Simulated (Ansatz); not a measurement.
# Relaxing twisted 1T-PtSe2 bilayer, 87.80° (78 atoms), part 2 of 2

Aim: bring twisted 1T-PtSe2 bilayer, 87.80° (78 atoms) to a nearby minimum of the energy and see what moves.

Ansatz 0.2.0; Kohn-Sham DFT, PBE+D4, PAW (set soft_2, large core), plane waves.

The cell: 26 Pt and 52 Se. Sampling is at Γ alone, for a cell whose shortest periodic width is 12 Å. Spin–orbit coupling is left out.

So far. Step 2 (Relaxation): The relaxation changed the energy by -5.60 meV/atom, and atoms moved by 0.13 Å r.m.s., 0.17 Å at most.

## Step 4: Single point at the relaxed geometry

The electronic structure is read at the final geometry, in a run of its own.

The input, input.yaml:

```yaml
crystal:
  lattice:
    - [13.4487, 0.0, 0.0]
    - [-6.72435, 11.64692, 0.0]
    - [0.0, 0.0, 22.44]
  atoms:
    - { symbol: Pt, position: [4.0e-05, 0.00013, 0.37629] }
    - { symbol: Se, position: [0.13105, 0.17984, 0.43393] }
    - { symbol: Se, position: [0.17921, 0.05124, 0.3174] }
    - { symbol: Pt, position: [0.07677, 0.30736, 0.37637] }
    [... 68 atom lines left out ...]
    - { symbol: Pt, position: [0.847, 0.46237, 0.62444] }
    - { symbol: Se, position: [0.02701, 0.59072, 0.68249] }
    - { symbol: Se, position: [0.97508, 0.41046, 0.56553] }
    - { symbol: Pt, position: [0.92255, 0.23112, 0.62483] }
    - { symbol: Se, position: [0.10277, 0.35815, 0.68318] }
    - { symbol: Se, position: [0.04897, 0.17984, 0.56611] }
kpoints:
  mp_grid: { grid: [1, 1, 1] }
hamiltonian:
  xc: pbe
  dispersion: d4
  pseudopotentials: { kind: paw, core: large }
scf:
  occupations: { method: gaussian, width: 0.025 }
output:
  forces: true
  populations: true
  dos:
    method: { smearing: { sigma: 0.1 } }
    de: 0.1
    projected:
      site_lists:
        Pt: [Pt]
        Se: [Se]
        layer_1: [0, 1, 2, 3, 4, 5, 6, 7, 8, 9, 10, 11, 12, 13, 14, 15, 16, 17, 18, 19, 20, 21, 22, 23, 24, 25, 26, 27, 28, 29, 30, 31, 32, 33, 34, 35, 36, 37, 38]
        layer_2: [39, 40, 41, 42, 43, 44, 45, 46, 47, 48, 49, 50, 51, 52, 53, 54, 55, 56, 57, 58, 59, 60, 61, 62, 63, 64, 65, 66, 67, 68, 69, 70, 71, 72, 73, 74, 75, 76, 77]
  eigenvalues: true
  write_density: true
  write_potential: true
  volumetric_format: npy
```

On the command line:

```bash
$ ansatz run input.yaml --threads 4 --pin off --max-ram 8192MiB --backend cpu --events-out ev --progress --plain --runs-dir out
```

Numbers of over 12 decimals in the logs are rounded to 6 here.

What it wrote:

```text
[...]
Crystal: 78 atoms, lattice volume = 3514.910 Å³
Basis set: ecut = 420 eV, 68787 PW (Γ), exchange–correlation on 180×180×300 points (8 copies of the dense FFT grid, shifted against one another)
Bands: 468, of which v1, the nominal top of the filled ones, is band 390 counted from 1 (389 counted from 0)
Symmetry: 1 space group operations
[...]
k-points: 1
[...]
SCF iter   1: F=—  HF=-459746.540842 eV  |F-HF|=—  |Δ(HF+E_count)|=         —  Δρ=5.71e-2  dr2=1.19e2  ethr=3.10e-3  ⟨swp⟩=9.0  Hψ=2414  notcnv=0  defer=15
[...]
SCF iter  14: F=-459725.924473 eV  HF=-459725.924473 eV  |F-HF|=3.38e-9  |Δ(HF+E_count)|=   1.16e-7  Δρ=8.50e-7  dr2=8.44e-8  ethr=1.28e-11  ⟨swp⟩=25.0  Hψ=5322  notcnv=0
SCF 1 converged in 14 iterations: F = -459725.924473 eV  dr2 = 8.44e-8
[...]
WARN: The output density's exchange-correlation potential varies sharply where the density is thin. Do not read a vacuum level from v_tot or v_xc, or from such a field of the output density. On a cell that repeats whose density bears no net charge and no dipole along the vacuum's axis use v_es (v_loc + v_h of the components); [...]
SCF converged after 14 iterations
Free energy (F): -459725.924473 eV
[...]
Internal energy: -459725.924473 eV  (E = F + TS)
E sigma→0 (E₀):  -459725.924473 eV
Fermi energy:    2.320136 eV
[...]
--- Forces (eV/Å), atoms counted from 1 ---
  atom   1  Pt     0.00626265    -0.00013136     0.01026524
  atom   2  Se     0.01457593     0.00577074    -0.00374551
  atom   3  Se     0.00086691     0.00088331    -0.00225795
  atom   4  Pt    -0.00451117     0.00020343     0.00435546
  atom   5  Se    -0.00607065    -0.00151813    -0.01479037
  atom   6  Se     0.00669469    -0.00763607     0.00020245
  atom   7  Pt     0.00238161    -0.00605126     0.00387029
  atom   8  Se     0.01060135     0.00756357    -0.00437822
  atom   9  Se    -0.00079893     0.00259196     0.00119572
  atom  10  Pt     0.00561919     0.00694872    -0.00006414
  atom  11  Se    -0.00006576     0.00598864    -0.00793028
  atom  12  Se    -0.00459147     0.00078548    -0.00482933
  atom  13  Pt    -0.01657019    -0.01149279     0.00359549
  atom  14  Se    -0.00453647     0.00293048    -0.00189503
[...]
atom  77  Se     0.00320867     0.00106652    -0.00231335
  atom  78  Se    -0.02629233    -0.00280162    -0.00234918
  max |Σ_I F_I| component: 5.39e-6 eV/Å
--- Band table (eV) ---
[...]
--- Löwdin populations: 78 sites ---
  site symbol       q [e]
     0     Pt     17.3800
     1     Se      6.1846
     2     Se      6.2020
[...]
77     Se      6.1844
  spilling = 0.007373 (of n_electrons = 780.000000)
```

Elapsed: 82 s, on 4 threads of Arm Neoverse V2, shared host; peak memory 4.4 GiB.

The program notes that the exchange-correlation potential is rough where the density is thin.

The run gave:

```
free energy                                      : -459725.9245 eV
free energy per atom                             : -5893.9221 eV/atom
SCF cycles                                       : 14
r.m.s. force component                           : 0.00621 eV/Å
longest force                                    : 0.02655 eV/Å
Fermi energy                                     : 2.32 eV
gap (highest filled to lowest empty level) : 0.9885 eV
potential in mid-vacuum, over the Fermi level    : 4.895 eV
potential 4.5 Å over the upper face              : 4.895 eV
potential 4.5 Å under the lower face             : 4.895 eV
spilling of the projection                       : 0.007373
```

Löwdin charges by element (they lack the spilled electrons, 0.074 e an atom on average):

```
element  coordination  atoms  mean charge (e)  spread   least    most
     Pt           all     26            0.617  0.0012   0.615    0.62
     Se           all     52           -0.198  0.0126  -0.215  -0.160
```

By region:

```
 region  atoms  mean length of the force (eV/Å)
layer 1     39                            0.009
layer 2     39                            0.009
```

Density of states as counts of states in windows of 1 eV (from the Fermi level), total and the larger projections:

```
from (eV)  to (eV)  total  Se p  layer 1  layer 2  Pt d  Se s
      -14      -13   71.5   1.3     35.7     35.7   6.0  62.1
      -13      -12    8.6   0.1      4.3      4.3   0.7   7.9
      -12       -7    0.0   0.0      0.0      0.0   0.0   0.0
       -7       -6   36.8  20.7     18.2     18.2  10.5   0.8
       -6       -5  101.8  44.0     50.5     50.5  51.7   3.2
       -5       -4   97.0  42.7     48.0     48.0  47.5   3.0
       -4       -3   77.7  15.4     38.5     38.5  58.2   1.5
       -3       -2   41.6  19.0     20.5     20.5  20.4   0.8
       -2       -1   90.7  59.9     44.5     44.5  27.4   1.1
       -1        0   22.4  19.2     11.0     11.0   2.4   0.3
        0        1   20.9  12.1     10.0     10.0   6.9   1.0
        1        2   75.3  48.7     36.3     36.3  21.9   1.7
        2        3    7.8   5.4      3.8      3.8   2.2   0.0
        3        4    2.0   0.2      0.6      0.6   0.0   0.3
```

Between -26 and -14 eV lie 24 more states.

About 208 of the 780 electrons lie in deeper levels, below the stored range.

The levels nearest the highest filled one (over half full), pooled over k-points and spins:

```
level less the highest filled one (eV)  occupation
                                -0.267           2
                                -0.173           2
                                -0.171           2
                                -0.170           2
                               -0.0793           2
                                     0           2
                                 0.989           0
                                  1.01           0
                                  1.02           0
                                  1.02           0
                                  1.04           0
                                  1.04           0
```

Planar average of the electrostatic potential energy along the normal, with the Fermi level as zero, after a running mean with a triangular window 4 Å wide at its base:

```
height (Å)  potential energy (eV)
       0.0                   4.90
       0.6                   4.90
       1.3                   4.90
       1.9                   4.90
       2.5                   4.89
       3.1                   4.89
       3.9                   4.85
       4.5                   4.66
       5.1                   3.73
       5.7                   1.56
       6.4                  -2.66
       7.0                  -6.45
       7.6                  -9.07
       8.2                 -10.55
       9.0                  -9.89
       9.6                  -7.83
      10.2                  -4.71
      10.8                  -2.01
      11.5                  -1.66
      12.1                  -3.88
      12.7                  -7.14
      13.3                  -9.47
      14.1                 -10.67
      14.7                  -9.55
      15.3                  -7.24
      15.9                  -3.66
      16.6                   0.84
      17.2                   3.30
      17.8                   4.53
      18.4                   4.83
      19.1                   4.89
      19.7                   4.89
      20.3                   4.89
      20.9                   4.90
      21.7                   4.90
      22.3                   4.90
```

Electrostatic potential energy in the ca plane at fractional y = 0.000, with atoms of Pt within 0.2 Å of it. With pseudopotentials it is smooth inside the atoms' cores, unlike the true potential.

Values in eV, 13 rows by 16 columns, each cell a mean:
```
  7   5 -19 -35   0   6   6   2 -34 -20   4   7   7   7   7   7
  7   5   4  -2 -29   0   6   5   4 -12 -20   5   7   7   7   7
  7   6   3  -3 -21   1   6   5   1  -9 -12   6   7   7   7   7
  7   3  -4  -8   4   6   5   2 -10  -3   5   7   7   7   7   7
  7   4   3   0 -14   2   6   3   3  -6  -9   6   7   7   7   7
  7   6   5  -9 -55 -10   6   6   4 -31 -44   4   7   7   7   7
  6  -9  -5   3  -4   4   2 -14   2   0  -2   6   7   7   7   7
  4 -44 -31   4   6   6 -10 -56  -9   5   6   7   7   7   7   7
  6  -2  -2   1   3   5   4  -4   0   2   3   6   7   7   7   7
  7   5  -3 -10   2   6   6   3  -9  -4   4   7   7   7   7   7
  5 -20 -12   3   5   6   0 -31  -3   4   6   7   7   7   7   7
  6 -13  -8   2   5   6   2 -19  -2   3   5   7   7   7   7   7
  7   5 -26 -44   0   6   6   0 -45 -26   5   7   7   7   7   7
```
Columns run along c (16.0 Å, from fractional 0.24 to 0.95 of the cell; values clipped at the 3rd and 97th percentile), rows up along a (13.4 Å). Atoms in or near the plane, at fractional coordinates: Pt at (0.38, 0.00), Pt at (0.62, 0.00).

Valence density in the ca plane at fractional y = 0.000, with atoms of Pt within 0.2 Å of it. It is the smooth field of the valence electrons, not physical close to the nuclei.

Ten steps, logarithmic in the rise over the least value, from '0' (0 e/Å³) to '9' (10 e/Å³), each cell a mean:
```
00000000000000000001368997421000001257998521
00000000000000000011235554322100001234554332
00000000000000000011112234444310001112223444
00000000000000000001111234444321000111123444
00000000000000000001112334444310000112233444
00000000000000000011234443332100011223444332
00000000000000000122334543211000012334554321
00000000000000000122333333221100112333333221
00000000000000000011222233443211011122223444
00000000000000000000011234434421000011124434
00000000000000000000011234434421000011124434
00000000000000000112222223343211112222123343
00000000000000001344443211111101234443211111
00000000000000002443343211000001344344311000
00000000000000001344443211110001244444211111
00000000000000000123333222221100123333222222
00000000000000000011234443332100001223444332
00000000000000000011234554321100011234554322
00000000000000000123334432211000123343433211
00000000000000001344443221110001234444321110
00000000000000001344443211110001244444211111
00000000000000001233433322211000123443332211
00000000000000000012346775311000012235776321
00000000000000000001369997421000001258998531
```
Columns run along c (16.0 Å, from fractional 0.00 to 0.71 of the cell), rows up along a (13.4 Å). Atoms in or near the plane, at fractional coordinates: Pt at (0.38, 0.00), Pt at (0.62, 0.00).

Mean Löwdin charges: Pt +0.62, Se -0.20 e (they miss 0.74 % of the electrons, so they add up to more than the cell's charge). The largest share in the top eV of filled states is Se p (79 % of the projected weight), and in the lowest eV of empty states Se p (64 % of the projected weight). The potential stands 5.39 eV above the highest filled level over the upper face and 5.39 eV under the lower one, a reading of the ionisation potential at this level on the run's k-points.

Local excerpt of 14 atoms (numbers count through the whole input) about Se66, whose charge lies farthest from its element's mean; x, y, z are measured from there.

```
atom      x      y      z  distance (Å)  bonds  Löwdin charge (e)
Se66   0.00   0.00   0.00          0.00      3              -0.16
Pt73   1.55   1.50   1.26          2.50      6               0.62
Pt70   0.52  -2.10   1.26          2.50      6               0.62
Pt64  -2.08   0.60   1.26          2.50      6               0.62
Se23   0.00   0.00  -3.06          3.06      3              -0.16
Se65  -0.52   2.08   2.59          3.36      3              -0.21
Se71   2.06  -0.59   2.59          3.36      3              -0.21
Se62  -1.54  -1.49   2.59          3.36      3              -0.21
Se69   1.02   3.59  -0.06          3.73      3              -0.20
Se72   2.59  -2.68  -0.06          3.73      3              -0.20
Se54  -3.62  -0.91  -0.06          3.73      3              -0.20
Se75   3.63   0.90  -0.06          3.74      3              -0.20
Se57  -2.59   2.69  -0.06          3.74      3              -0.20
Se63  -1.04  -3.59  -0.06          3.74      3              -0.20
```

The column of bonds counts only the pairs Se-Pt within 2.93 Å; other neighbours, such as metal atoms beside each other in a compound, aren't counted, and periodic images can show an atom twice.

## Step 5: What came out

```yaml
energy_change_in_the_relaxation: -5.596 meV/atom
r_m_s_displacement: 0.132 Å
largest_displacement: 0.174 Å
free_energy_per_atom: -5893.9221 eV/atom
r_m_s_force_component: 0.00621 eV/Å
spacing_of_highest_filled_and_lowest_empty_level: 0.9885 eV
potential_in_mid_vacuum_over_the_fermi_level: 4.895 eV
wall_time_of_the_2_dft_runs: 3.9 min
```

Relaxation lowers the energy by 5.60 meV/atom and moves atoms by 0.13 Å r.m.s. By the final cutoffs no bond was broken or made. From the first step to the last the energy fell by 0.437 eV, and the largest move was 0.17 Å (Se69, with 1 other atom within 2 % of it). With the cutoffs above, all Pt atoms have 6 and all Se atoms have 3 bonded neighbours. Between filled and empty levels lie 0.989 eV at Γ alone; the mesh holds the band edges only if they fold onto it, so the gap at this level can be narrower or closed. The potential stands 5.39 eV above the highest filled level over the upper face and 5.39 eV under the lower one, a reading of the ionisation potential at this level on the run's k-points.

[Logs are printed without paths, hosts, clocks, repeated set-up lines and the standing remarks that a program may print on its own settings, such as how far it seeks lower states.]

[Hosts, paths, dates, database ids (printed as entryN), source tags and the programs' standing remarks are cut or masked in the printed files.]
